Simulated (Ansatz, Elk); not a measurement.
**Bonding as seen by X-rays: SrRhS3**

Structure refinements treat a crystal as free atoms side by side. For a made-up structure of SrRhS3 (cell and positions from a PBEsol relaxation) the runs below show what the calculated density changes in F(hkl).

Method: DFT, PBE, all-electron APW+lo, Dirac cores, scalar-relativistic bands, static density, no spin, in Elk 11.2.3 (patched build).

The structure was built from a prototype and need not be the compound's stable phase.

## (1) Starting point

The structure is cubic, space group Pm-3m (No. 221). Conventional cell: a = 4.675 Å, b = 4.675 Å, c = 4.675 Å, α = 90.00°, β = 90.00°, γ = 90.00°. Rh has 6 S at 2.34 Å nearest. Nearest to Sr lie 12 S at 3.31 Å. Nearest to S lie 2 Rh at 2.34 Å and 4 Sr at 3.31 Å. Farther neighbours and most contacts between anions are not listed.

## (2) Ground state and structure factors

An all-electron density is needed, since X-rays see the cores too. Task 0 finds the density and task 195 Fourier-transforms it; tshift is off so that phases refer to the origin typed.

Input file elk.in:

```
tasks
  0
  195

xctype
  20

spinpol
  .false.

rgkmax
  7.0

gmaxvr
  14.0

lmaxo
  7

lmaxapw
  8

swidth
  0.002

tshift
  .false.

ramdisk
  .false.

hmaxvr
  5.5

maxscl
  120

epspot
  1e-06

sppath
  './'

avec
  8.83432991858 -0.00000000000 -0.00000000000
  -0.00000000000 8.83432991858 0.00000000000
  -0.00000000000 0.00000000000 8.83432991858

atoms
  3
  'Rh.in'
  1
  0.5000000000 0.5000000000 0.5000000000   0.000000 0.000000 0.000000
  'Sr.in'
  1
  0.0000000000 -0.0000000000 0.0000000000   0.000000 0.000000 0.000000
  'S.in'
  3
  -0.0000000000 0.5000000000 0.5000000000   0.000000 0.000000 0.000000
  0.5000000000 0.0000000000 0.5000000000   0.000000 0.000000 0.000000
  0.5000000000 0.5000000000 -0.0000000000   0.000000 0.000000 0.000000

ngridk
  5 5 5
```

On the command line:

```console
OMP_NUM_THREADS=4 elk
```

Numbers of over 12 decimals in the logs are rounded to 6 here.

Log:

```text
┌─────────────────────────┐
│ Elk code version 11.2.3 │
└─────────────────────────┘

All units are atomic (Hartree, Bohr, etc.)

┌─────────────────────────────────────────────────┐
│ Ground-state run starting from atomic densities │
└─────────────────────────────────────────────────┘

Lattice vectors :
   8.834329919      -0.000000000      -0.000000000
  -0.000000000       8.834329919       0.000000000
  -0.000000000       0.000000000       8.834329919

Reciprocal lattice vectors :
  0.7112237561       0.000000000       0.000000000
   0.000000000      0.7112237561       0.000000000
   0.000000000       0.000000000      0.7112237561

Unit cell volume      :    689.4786807
Brillouin zone volume :   0.3597648780

Muffin-tin inner radius fraction :   0.1000000000E-01

Nuclei treated as point charges

Species : 1 (Rh)
 parameters loaded from : Rh.in
 name : rhodium
 nuclear charge    :   -45.00000000
 electronic charge :    45.00000000
 atomic mass :    187585.2511
 muffin-tin radius :    2.365547686
 number of radial points in muffin-tin :   1193
 inner part over the whole radius :   0.9937801193E-02
 number on inner part of muffin-tin    :    847
 approximate nuclear radius :   0.8524867730E-04
 number of mesh points to nuclear radius :    425
 atomic positions (lattice), magnetic fields (Cartesian) :
  1 :   0.50000000  0.50000000  0.50000000    0.00000000  0.00000000  0.00000000

Species : 2 (Sr)
 parameters loaded from : Sr.in
 name : strontium
 nuclear charge    :   -38.00000000
 electronic charge :    38.00000000
 atomic mass :    159721.4892
 muffin-tin radius :    2.600000000
 number of radial points in muffin-tin :   1193
 inner part over the whole radius :   0.9909106339E-02
 number on inner part of muffin-tin    :    847
 approximate nuclear radius :   0.8067967193E-04
 number of mesh points to nuclear radius :    415
 atomic positions (lattice), magnetic fields (Cartesian) :
  1 :   0.00000000  0.00000000  0.00000000    0.00000000  0.00000000  0.00000000

Species : 3 (S)
 parameters loaded from : S.in
 name : sulphur
 nuclear charge    :   -16.00000000
 electronic charge :    16.00000000
 atomic mass :    58450.91931
 muffin-tin radius :    2.001617273
 number of radial points in muffin-tin :    793
 inner part over the whole radius :   0.9983191067E-02
 number on inner part of muffin-tin    :    553
 approximate nuclear radius :   0.6195814986E-04
 number of mesh points to nuclear radius :    252
 atomic positions (lattice), magnetic fields (Cartesian) :
  1 :   0.00000000  0.50000000  0.50000000    0.00000000  0.00000000  0.00000000
  2 :   0.50000000  0.00000000  0.50000000    0.00000000  0.00000000  0.00000000
  3 :   0.50000000  0.50000000  0.00000000    0.00000000  0.00000000  0.00000000

Total number of atoms per unit cell :    5
Total muffin-tin volume :    229.8449427
 ratio of muffin-tin to unit cell volume :   0.3333604783

Spin treatment :
 spin-unpolarised

Number of Bravais lattice symmetries :   48
Number of crystal symmetries         :   48
Crystal has inversion symmetry
Real symmetric eigensolver will be used

k-point grid :      5     5     5
k-point offset :    0.000000000       0.000000000       0.000000000
k-point set is reduced with full crystal symmetry group
Total number of k-points :       10

Muffin-tin radius times maximum |G+k| :    7.000000000
 using average radius
Maximum |G+k| for APW functions       :    3.190403411
Maximum (1/2)|G+k|²                   :    5.089336962
Maximum |G| for potential and density :    14.00000000
Constant for pseudocharge density :    9
 order of it for each species :   16  16  16
 order of it for pair densities of each species (exact exchange by exxq0 0: 17) :   11  14   7
Radial integration step length :    1

G-vector grid sizes :     40    40    40
Number of G-vectors :    31919

Maximum angular momentum used for
 APW functions            :    8
 outer part of muffin-tin :    7
 inner part of muffin-tin :    2

Total nuclear charge    :   -131.0000000
[...]
exchange                    :     -314.42979466299
 correlation                 :     -6.193887
 electron entropic           :    -0.47082802366072E-02
 total energy                :     -9164.1328015256

Density of states at Fermi energy :    390.8567206
 (states/Hartree/unit cell)

Estimated indirect band gap :   0.1014717008E-02
 from k-point 6 to k-point 5
Estimated direct band gap   :   0.4882257867E-02
 at k-point 5

Charges :
 core                        :    86.00000000
 valence                     :    45.00000000
 interstitial                :    10.31289042
 muffin-tins (core leakage)
  species : 1 (Rh)
   atom 1                    :    42.31091111     ( -0.2170730049E-06)
  species : 2 (Sr)
[...]
species : 3 (S)
[...]
total in muffin-tins        :    120.6871096
 total calculated charge     :    130.9983902
 total charge                :    131.0000000
 error                       :   0.1609823487E-02

RMS change in Kohn-Sham potential (target) :   0.4364173048     (  0.1000000000E-05)
Absolute change in total energy (target)   :   0.4233620342     (  0.1000000000E-03)

[... loops 3 to 16 left out ...]

┌──────────────────┐
│ Loop number : 17 │
└──────────────────┘

Energies :
 Fermi                       :     0.226865
 sum of occupied eigenvalues :     -5399.3656594765
 electron kinetic            :      9466.0481658001
 core electron kinetic       :      9228.4325851024
 Coulomb                     :     -18307.647812284
 Coulomb potential           :     -14447.540209573
 nuclear-nuclear             :     -1029.9858500135
 electron-nuclear            :     -20127.687414963
 Hartree                     :      2850.0254526928
 Madelung                    :     -11083.877707497
 xc potential                :     -417.87361570406
 exchange                    :     -315.00367882993
 correlation                 :     -6.209283
 electron entropic           :    -0.42385304041534E-02
 total energy                :     -9162.8168466660

Density of states at Fermi energy :    333.7226110
 (states/Hartree/unit cell)

Estimated indirect band gap :   0.9635703109E-03
 from k-point 6 to k-point 5
Estimated direct band gap   :   0.1629397590E-02
 at k-point 6

Charges :
 core                        :    86.00000000
 valence                     :    45.00000000
 interstitial                :    9.906325139
 muffin-tins (core leakage)
  species : 1 (Rh)
[...]
species : 2 (Sr)
[...]
species : 3 (S)
[...]
total in muffin-tins        :    121.0936749
 total calculated charge     :    130.9982419
 total charge                :    131.0000000
 error                       :   0.1758105463E-02

RMS change in Kohn-Sham potential (target) :   0.2620734755E-06 (  0.1000000000E-05)
Absolute change in total energy (target)   :   0.4468820043E-04 (  0.1000000000E-03)

Convergence targets achieved

┌──────────────────┐
│ Loop number : 18 │
└──────────────────┘

Energies :
 Fermi                       :     0.226865
 sum of occupied eigenvalues :     -5399.3656549984
 electron kinetic            :      9466.0481643980
 core electron kinetic       :      9228.4325881537
 Coulomb                     :     -18307.647806259
 Coulomb potential           :     -14447.540221367
 nuclear-nuclear             :     -1029.9858500135
 electron-nuclear            :     -20127.687390728
 Hartree                     :      2850.0254344825
 Madelung                    :     -11083.877695575
 xc potential                :     -417.87359802936
 exchange                    :     -315.00367835221
 correlation                 :     -6.209283
 electron entropic           :    -0.42385309222463E-02
 total energy                :     -9162.8168415603

Density of states at Fermi energy :    333.7226415
 (states/Hartree/unit cell)

Estimated indirect band gap :   0.9635678614E-03
 from k-point 6 to k-point 5
Estimated direct band gap   :   0.1629396849E-02
 at k-point 6

Charges :
 core                        :    86.00000000
 valence                     :    45.00000000
 interstitial                :    9.906325406
 muffin-tins (core leakage)
  species : 1 (Rh)
[...]
species : 2 (Sr)
[...]
species : 3 (S)
   atom 1                    :    13.89921260     (  0.2624169242E-03)
   atom 2                    :    13.89921260     (  0.2624169242E-03)
   atom 3                    :    13.89921260     (  0.2624169242E-03)
 total in muffin-tins        :    121.0936746
 total calculated charge     :    130.9982419
 total charge                :    131.0000000
 error                       :   0.1758105523E-02

┌──────────────────────────────┐
│ Self-consistent loop stopped │
└──────────────────────────────┘

Warning : core states of species 3 leak from the muffin-tin :   0.2624169242E-03

Wrote STATE.OUT
```

Elapsed: 20 s, on 4 threads of Intel Xeon Platinum 8375C at 2.90GHz (Ice Lake), shared host; peak memory 0.2 GiB.

SFACRHO.OUT:

```text

h k l indices transformed by vhmat matrix:
   1.000000000       0.000000000       0.000000000    
   0.000000000       1.000000000       0.000000000    
   0.000000000       0.000000000       1.000000000    

      h      k      l  multipl.   |H|            Re(F)            Im(F)           |F|

      0      0      0      1   0.0000000       131.00000      0.11173393E-15   131.00000    
      0     -1      0      6  0.71122376      -21.276263     -0.68715982E-14   21.276263    
     -1      0      1     12   1.0058223       58.230273     -0.16387482E-14   58.230273    
      1      1      1      8   1.2318757       28.706403      0.60093090E-14   28.706403    
      0      0     -2      6   1.4224475       96.873657      0.13734941E-13   96.873657    
     -1      0     -2     24   1.5903447      -15.552084     -0.14724500E-13   15.552084    
     -1      1     -2     24   1.7421353       50.249710      0.41346695E-14   50.249710    
      2      2      0     12   2.0116446       83.154763     -0.24052199E-13   83.154763    
      2     -2      1     24   2.1336713      -13.259406      0.53313053E-14   13.259406    
      0      0      3      6   2.1336713      -13.173643      0.17859454E-13   13.173643    
     -3      1      0     24   2.2490870       44.831637      0.40375559E-13   44.831637    
     -1     -1     -3     24   2.3588623       20.603274     -0.66522212E-14   20.603274    
      2     -2     -2      8   2.4637514       75.345585      0.10747334E-13   75.345585    
     -2     -3      0     24   2.5643537      -12.009924     -0.22636627E-13   12.009924    
     -2      1      3     48   2.6611556       41.090691     -0.30454269E-13   41.090691    
      4      0      0      6   2.8448950       69.869408     -0.19848363E-13   69.869408    
      3      2     -2     24   2.9324507      -11.186784      0.15143475E-13   11.186784    
     -4      0     -1     24   2.9324507      -11.121767     -0.17099238E-13   11.121767
```

Elk indexes on the primitive cell of elk.in and gives |H| = 4π sin θ/λ in inverse bohr. Below, one row stands for each form hkl of the conventional cell (m members, Friedel mates merged), F is for one primitive cell and the density is static (no thermal factor). Free-atom factors are Waasmaier and Kirfel's, and R is Σm||F|−|F'||/Σm|F|.

```tsv
hkl	m	sin θ/λ (Å⁻¹)	abs F, DFT	neutral atoms	diff.
100	6	0.107	21.276	21.305	-0.028
110	12	0.151	58.230	58.507	-0.277
111	8	0.185	28.706	28.240	+0.466
200	6	0.214	96.874	96.934	-0.060
210	24	0.239	15.552	15.687	-0.135
211	24	0.262	50.250	50.310	-0.061
220	12	0.302	83.155	83.335	-0.180
221	24	0.321	13.259	13.323	-0.064
300	6	0.321	13.174	13.323	-0.149
310	24	0.338	44.832	44.858	-0.027
311	24	0.355	20.603	20.709	-0.106
222	8	0.370	75.346	75.369	-0.024
320	24	0.386	12.010	11.966	+0.044
321	48	0.400	41.091	41.008	+0.083
400	6	0.428	69.869	69.913	-0.043
322	24	0.441	11.187	11.046	+0.141
410	24	0.441	11.122	11.046	+0.076
411	24	0.454	38.251	38.166	+0.085
```

## (3) The highest occupied states alone

An energy window below the Fermi level keeps the highest occupied states, to see at which angles they scatter; shallow core shells can lie inside it and anion s states outside. No new self-consistency is needed.

Edit elk.in of step 2 so:

```diff
@@ -1,3 +1,2 @@
 tasks
-  0
   195
@@ -40,2 +39,5 @@
 
+wsfac
+  -0.140630 0.526860
+
 sppath
```

On the command line:

```console
OMP_NUM_THREADS=4 elk
```

Log:

```text
┌─────────────────────────────────┐
│ Elk code version 11.2.3 started │
└─────────────────────────────────┘

Info(readinput): the functional depends on the density's gradient
 muffin-tin radial points multiplied by    2.00000
 (not where nrmtscf is given)

┌────────────────────┐
│ Current task : 195 │
└────────────────────┘
Info(checkmt): changed muffin-tin radius of species 1 (Rh) from   2.6000 to   2.3655
Info(checkmt): changed muffin-tin radius of species 3 (S) from   2.2000 to   2.0016

Info(sfacrho): density structure factors written to SFACRHO.OUT

 Energy window :  -0.1406300000      0.5268600000

┌──────────────────┐
│ Elk code stopped │
└──────────────────┘
```

Run time: 9 s. Hardware: 4 threads; peak memory 0.16 GiB.

States within 10 eV below the Fermi level hold 23.00 electrons; any levels below the window count with the cores. Their amplitudes can exceed the total, where window and core parts have opposite phase:

```tsv
hkl	sin θ/λ (Å⁻¹)	abs F, window	abs F, all
100	0.107	8.822	21.276
110	0.151	2.717	58.230
111	0.185	0.239	28.706
200	0.214	5.577	96.874
210	0.239	2.946	15.552
211	0.262	1.720	50.250
220	0.302	1.550	83.155
221	0.321	1.057	13.259
300	0.321	0.773	13.174
310	0.338	0.777	44.832
```

## (4) Another functional

The difference from free atoms is small, so it is set against the change that LDA (Perdew-Wang) makes.

Edit elk.in of step 3 so:

```diff
@@ -1,2 +1,3 @@
 tasks
+  0
   195
@@ -4,3 +5,3 @@
 xctype
-  20
+  3
 
@@ -39,5 +40,2 @@
 
-wsfac
-  -0.140630 0.526860
-
 sppath
```

On the command line:

```console
OMP_NUM_THREADS=4 elk
```

Log:

```text
┌─────────────────────────┐
│ Elk code version 11.2.3 │
└─────────────────────────┘

All units are atomic (Hartree, Bohr, etc.)

┌─────────────────────────────────────────────────┐
│ Ground-state run starting from atomic densities │
└─────────────────────────────────────────────────┘

Lattice vectors :
   8.834329919      -0.000000000      -0.000000000
  -0.000000000       8.834329919       0.000000000
  -0.000000000       0.000000000       8.834329919

Reciprocal lattice vectors :
  0.7112237561       0.000000000       0.000000000
[...]
species : 1 (Rh)
[...]
species : 2 (Sr)
[...]
species : 3 (S)
[...]
atom 2                    :    13.87814164     (  0.2591122543E-03)
   atom 3                    :    13.87814164     (  0.2591122543E-03)
 total in muffin-tins        :    121.0507873
 total calculated charge     :    130.9982332
 total charge                :    131.0000000
 error                       :   0.1766837778E-02

┌──────────────────────────────┐
│ Self-consistent loop stopped │
└──────────────────────────────┘

Warning : core states of species 3 leak from the muffin-tin :   0.2591122543E-03

Wrote STATE.OUT
[key lines of the parts left out:]
total energy                :     -9151.0257151821
```

It took 12 s on 4 threads; peak memory 0.16 GiB; 24 s of CPU time.

Against the first run R = 0.06 %; the largest change is -0.059 at 444.

## (5) A coarser k-mesh

About half the k-points along each axis test the sampling.

Edit elk.in of step 4 so:

```diff
@@ -5,3 +5,3 @@
 xctype
-  3
+  20
 
@@ -63,2 +63,2 @@
 ngridk
-  5 5 5
+  2 2 2
```

On the command line:

```console
OMP_NUM_THREADS=4 elk
```

Log:

```text
┌─────────────────────────┐
│ Elk code version 11.2.3 │
└─────────────────────────┘

All units are atomic (Hartree, Bohr, etc.)

┌─────────────────────────────────────────────────┐
│ Ground-state run starting from atomic densities │
└─────────────────────────────────────────────────┘

Lattice vectors :
   8.834329919      -0.000000000      -0.000000000
  -0.000000000       8.834329919       0.000000000
  -0.000000000       0.000000000       8.834329919

Reciprocal lattice vectors :
  0.7112237561       0.000000000       0.000000000
[...]
species : 1 (Rh)
[...]
species : 2 (Sr)
[...]
species : 3 (S)
[...]
atom 2                    :    13.90529526     (  0.2625723716E-03)
   atom 3                    :    13.90529526     (  0.2625723716E-03)
 total in muffin-tins        :    121.1029499
 total calculated charge     :    130.9980629
 total charge                :    131.0000000
 error                       :   0.1937140262E-02

┌──────────────────────────────┐
│ Self-consistent loop stopped │
└──────────────────────────────┘

Warning : core states of species 3 leak from the muffin-tin :   0.2625723716E-03

Wrote STATE.OUT
[key lines of the parts left out:]
total energy                :     -9162.7942008557
```

Elapsed: 17 s, on 4 threads; peak memory 0.19 GiB.

Against the first run R = 0.09 %; the largest change is +0.194 at 300.

## (6) Settings against the effect

```tsv
run	R against the first run (%)	R against neutral atoms, low angle (%)	wall time
PBE, rgkmax 7	0.00	0.38	20 s
LDA (Perdew-Wang)	0.06	0.41	12 s
k-mesh 2×2×2	0.09	0.46	17 s
```

## (7) Summary of results

- R against neutral atoms, sin θ/λ < 0.3 Å⁻¹: 0.38 %
- R against neutral atoms, 0.3 to 0.82 Å⁻¹: 0.27 %

**Reading.** Independent neutral atoms miss the calculated amplitudes by R = 0.38 % below 0.3 Å⁻¹ and 0.27 % from there to 0.82 Å⁻¹; by shells, 0.13 % below 0.15 Å⁻¹ (1 form), 0.39 % 0.15 to 0.3 (5 forms), 0.27 % 0.3 to 0.45 (11 forms), 0.27 % above 0.45 (57 forms). Bonding, aspherical density and the tables' own atoms all enter these figures, and the runs don't part them. The largest change of an amplitude is +0.47 electrons, at 111. The window's part falls from 23.0 electrons at the origin to at most 0.37 between 0.45 and 0.82 Å⁻¹. Below 0.3 Å⁻¹ the changes that finished (LDA (Perdew-Wang) and k-mesh 2×2×2) move F by R = 0.12 % at most, against the 0.38 % that separates it from free atoms. A single amplitude moves by up to 0.19 electrons, against 0.47 for the largest difference from free atoms. The basis has no finished test. These runs have no spin, though d or f shells may be open. The electron count is odd, so without spin the run is a metal by force. Part of the difference isn't bonding: the tables are fits to free atoms and ions calculated by other methods than this functional. Thermal motion, anomalous dispersion and extinction are left out.

[Logs are printed without paths, hosts, clocks, repeated set-up lines and the standing remarks that a program may print on its own settings, such as how far it seeks lower states.]

[Hosts, paths, dates, database ids (printed as entryN), source tags and the programs' standing remarks are cut or masked in the printed files.]
